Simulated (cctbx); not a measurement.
# Resonant diffraction in MnSn3S4

Space group P-43m (no. 215), a = 5.7320 Å, b = 5.7320 Å, c = 5.7320 Å, α = 90.00°, β = 90.00°, γ = 90.00°.

```csv
atom,mult.,x,y,z,Ueq (Å²)
Sn1,3,1/2,1/2,0,0.0091
Mn1,1,0,0,0,0.0099
S1,4,0.7280,0.2720,0.7280,0.0120
```

This is a model crystal, built by substitution and not relaxed, with assumed displacement parameters.

Calculated with cctbx: free-atom f′ and f″ from the Sasaki tables, no fine structure; amplitudes in electrons.

| E (eV) | F 0 1 2 | F 1 0 1 | F 3 0 0 | F 0 1 0 |
| --- | --- | --- | --- | --- |
| 5939 | 17.4 | 24.2 | 8.0 | 34.1 |
| 6289 | 18.2 | 25.1 | 8.3 | 35.1 |
| 6419 | 18.9 | 25.8 | 8.7 | 35.8 |
| 6479 | 19.6 | 26.6 | 9.3 | 36.6 |
| 6509 | 20.3 | 27.2 | 9.8 | 37.3 |
| 6524 | 20.9 | 28.0 | 10.4 | 38.0 |
| 6531 | 21.5 | 28.6 | 10.9 | 38.6 |
| 6535 | 22.2 | 29.3 | 11.5 | 39.3 |
| 6543 | 21.7 | 28.9 | 10.5 | 39.0 |
| 6547 | 20.9 | 28.0 | 9.7 | 38.2 |
| 6554 | 20.1 | 27.3 | 9.0 | 37.5 |
| 6569 | 19.4 | 26.5 | 8.3 | 36.7 |
| 6599 | 18.6 | 25.8 | 7.6 | 35.9 |
| 6689 | 17.6 | 24.8 | 6.7 | 34.9 |
| 6939 | 16.7 | 23.8 | 5.7 | 33.9 |

**Question.** Which edge is crossed, and why do the reflections move as they do?

The K edge of Mn. The edge is at 6539 eV. f′ of Mn falls from -3.7 e at 6419 eV to -7.3 e at 4 eV below it, and f″ steps from 0.46 to 3.95 e across it. Over that approach |F| changes by +17 % (0 1 2), +14 % (1 0 1), +32 % (3 0 0) and +10 % (0 1 0): a reflection falls where Mn scatters in phase with the total and rises where it scatters against it; it hardly moves where the Mn term is small or cancels by symmetry or lies in quadrature to the total. The f″ term interferes with the normal scattering with opposite sign for the two Friedel mates. These reflections are centric, so their Friedel mates stay equal.

[Logs are printed without paths, hosts, clocks, repeated set-up lines and the standing remarks that a program may print on its own settings, such as how far it seeks lower states.]
